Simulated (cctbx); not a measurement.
## Reading a Patterson map

Space group Pmma (no. 51), a = 15.5450 Å, b = 3.7750 Å, c = 5.2250 Å, α = 90.00°, β = 90.00°, γ = 90.00°, content Pt16 Fe8.

Simulated single-crystal data (cctbx): synchrotron X-rays, λ = 0.4959 Å, to d = 0.8 Å, 70 % of the full sphere, strongest reflection 20000 counts, noise from counting, a 1.5 % proportional error and a noise floor of 15 counts (s.d.); no absorption, some extinction.

Patterson synthesis, origin scaled to 1000:

```text
Patterson group P m m m
      u       v       w   height  length (A)
  0.000   0.000   0.000   1000.0     0.00
  0.500   0.000   0.500    862.7     8.20
  0.335   0.000   0.000    853.2     5.20
  0.167   0.000   0.500    830.9     3.68
  0.500   0.000   0.000    730.3     7.77
  0.250   0.500   0.250    721.9     4.51
  0.416   0.500   0.252    712.7     6.87
  0.084   0.500   0.252    706.2     2.64
  0.333   0.000   0.500    671.8     5.80
  0.000   0.000   0.500    669.6     2.61
  0.165   0.000   0.000    661.3     2.57
  0.083   0.188   0.249     25.0     1.97
  0.417   0.189   0.250     24.7     6.65
  0.250   0.188   0.252     24.3     4.17
```

**Question.** Which atom pairs make the peaks, and where is the heaviest atom?

A peak at u stands for all pairs with xi − xj = u, with weight Σ ZiZj against Σ Z² = 102752 at the origin. Peak heights follow these weights only roughly, since form factors, motion and series ripples differ, all vectors within 0.55 Å of a peak are counted as merged into it though the farther ones add only part of their weight, and F(000) is left out, which lowers the whole map:

| u | v | w | shortest length (Å) | height | 1000 ΣZiZj/ΣZ² | pairs in the cell |
| --- | --- | --- | --- | --- | --- | --- |
| 0.500 | 0.000 | 0.500 | 8.20 | 863 | 947 | 14 × Pt–Pt, 4 × Pt–Fe, 6 × Fe–Fe |
| 0.335 | 0.000 | 0.000 | 5.21 | 853 | 947 | 14 × Pt–Pt, 4 × Pt–Fe, 6 × Fe–Fe |
| 0.167 | 0.000 | 0.500 | 3.68 | 831 | 947 | 14 × Pt–Pt, 4 × Pt–Fe, 6 × Fe–Fe |
| 0.500 | 0.000 | 0.000 | 7.77 | 730 | 842 | 10 × Pt–Pt, 12 × Pt–Fe, 2 × Fe–Fe |
| 0.250 | 0.500 | 0.250 | 4.51 | 722 | 842 | 10 × Pt–Pt, 12 × Pt–Fe, 2 × Fe–Fe |
| 0.416 | 0.500 | 0.252 | 6.86 | 713 | 842 | 10 × Pt–Pt, 12 × Pt–Fe, 2 × Fe–Fe |
| 0.084 | 0.500 | 0.252 | 2.65 | 706 | 842 | 10 × Pt–Pt, 12 × Pt–Fe, 2 × Fe–Fe |
| 0.333 | 0.000 | 0.500 | 5.80 | 672 | 789 | 8 × Pt–Pt, 16 × Pt–Fe |
| 0.000 | 0.000 | 0.500 | 2.61 | 670 | 789 | 8 × Pt–Pt, 16 × Pt–Fe |
| 0.165 | 0.000 | 0.000 | 2.56 | 661 | 789 | 8 × Pt–Pt, 16 × Pt–Fe |

The table stops at ten peaks or at a height of 45, below which ripples compete. In the model behind the data Pt, the heaviest element, has 5 independent sites: (1/2, 1/2, 1/2), (0.8274, 1/2, 0.0041), (0.9228, 0, 0.2317), (3/4, 0, 0.7498) and (0.8322, 1/2, 1/2), up to an allowed shift of origin; the Pt–Pt vectors are differences of these positions and their symmetry mates. The whole model:

```
atom  mult.       x    y       z  Ueq (Å²)
 Pt1      2     1/2  1/2     1/2    0.0087
 Pt2      4  0.8274  1/2  0.0041    0.0073
 Pt3      4  0.9228    0  0.2317    0.0091
 Pt4      2     3/4    0  0.7498    0.0090
 Pt5      4  0.8322  1/2     1/2    0.0084
 Fe1      4  0.9063    0  0.7143    0.0111
 Fe2      2     3/4    0  0.2474    0.0134
 Fe3      2     1/2  1/2       0    0.0133
```

This is a model crystal, built by substitution and not relaxed, with assumed displacement parameters.

[Logs are printed without paths, hosts, clocks, repeated set-up lines and the standing remarks that a program may print on its own settings, such as how far it seeks lower states.]
